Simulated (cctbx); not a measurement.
**Occupancies in ScMn2S5**

Cell a = 8.8480 Å, b = 10.3490 Å, c = 6.8730 Å, α = 90.00°, β = 90.00°, γ = 90.00°; space group Pbam (no. 55); nominal formula ScMn2S5.

The data are simulated with cctbx, not measured: Mo Kα, λ = 0.71073 Å, to d = 0.77 Å, 95 % of the full sphere, strongest reflection 40000 counts, noise from counting, a 2 % proportional error and a noise floor of 8 counts (s.d.); no absorption.

With every site full:

```text
Rint 0.031, 783 unique reflections to 0.77 A
cycle     R1     wR2    GooF  max shift (A)
   1  0.1523  0.3126  12.491   0.00166
   2  0.0185  0.0397   1.585   0.00001
final R1 0.0185 wR2 0.0397 GooF 1.585  parameters 43  data/parameter 18.2
atom        x        y        z      Ueq    occ   su(xyz)  su(Uiso or U11)
Mn1    0.08765  0.85702  0.50000   0.0321  1.000  0.00006  0.0003
Mn2    0.50000  0.00000  0.26032   0.0289  1.000  0.00007  0.0002
Sc1    0.35821  0.67002  0.00000   0.0449  1.000  0.00009  0.0004
S1     0.89283  0.29267  0.23808   0.0364  1.000  0.00009  0.0003
S2     0.33814  0.93335  0.50000   0.0349  1.000  0.00010  0.0004
S3     0.33561  0.93882  0.00000   0.0405  1.000  0.00011  0.0005
S4     0.50000  0.50000  0.26402   0.0397  1.000  0.00014  0.0005
difference map: max 0.31 min -0.69 rms 0.09
Q1    0.1074  0.4635  0.0000    4    0.32  0.57 A from S3
Q2    0.1153  0.8443  0.0000    4    0.31  2.17 A from S1
Q3    0.0542  0.3697  0.0000    4    0.28  1.21 A from S3
Q4    0.1037  0.6950  0.1844    8    0.27  0.39 A from S1
Q5    0.0000  0.5000  0.5000    2    0.27  1.59 A from S2
Q6    0.0594  0.4941  0.3021    8    0.26  0.60 A from Mn2
```

With the occupancies of the suspect sites free, each still typed as its main element:

```text
Rint 0.031, 783 unique reflections to 0.77 A
cycle     R1     wR2    GooF  max shift (A)
   1  0.2082  0.4225  16.892   0.00067
   3  0.0120  0.0227   0.907   0.00003
final R1 0.0120 wR2 0.0227 GooF 0.906  parameters 44  data/parameter 17.8
atom        x        y        z      Ueq    occ   su(xyz)  su(Uiso or U11)
Mn1    0.08769  0.85702  0.50000   0.0325  1.000  0.00003  0.0001
Mn2    0.50000  0.00000  0.26031   0.0293  1.000  0.00004  0.0001
Sc1    0.35820  0.67006  0.00000   0.0453  1.000  0.00005  0.0002
S1     0.89278  0.29267  0.23806   0.0368  1.000  0.00005  0.0002
S2     0.33813  0.93340  0.50000   0.0352  1.000  0.00006  0.0003
S3     0.33563  0.93888  0.00000   0.0408  1.000  0.00006  0.0003
S4     0.50000  0.50000  0.26415   0.0338  0.901  0.00008  0.0003
su of occupancy S4: 0.002
difference map: max 0.31 min -0.32 rms 0.07
Q1    0.0000  0.5000  0.5000    2    0.31  1.59 A from S2
Q2    0.0472  0.3730  0.0000    4    0.31  1.24 A from S3
Q3    0.1035  0.4642  0.0000    4    0.29  0.60 A from S3
Q4    0.1140  0.8456  0.0000    4    0.29  2.17 A from S1
Q5    0.0167  0.6088  0.2984    8    0.24  1.17 A from Mn2
Q6    0.2028  0.0574  0.4361    8    0.23  1.81 A from S2
```

**Question.** What is the disorder?

X-rays count electrons. S4 refines to 0.901(0.002), or 14.4 electrons; the site truly holds 0.9 S, 14.4 electrons, which is 0.900 of S. A value under 1 can't tell vacancies from a lighter guest, and one over 1 needs a heavier guest; chemistry or a second radiation must settle which. Occupancy correlates with U and the scale, so the match is approximate.

Freeing them takes R1 from 0.0185 to 0.0120 and GooF from 1.58 to 0.91.

This is a model crystal, built by substitution and not relaxed, with assumed displacement parameters.

[Middle refinement cycles are left out of these outputs.]

[Logs are printed without paths, hosts, clocks, repeated set-up lines and the standing remarks that a program may print on its own settings, such as how far it seeks lower states.]
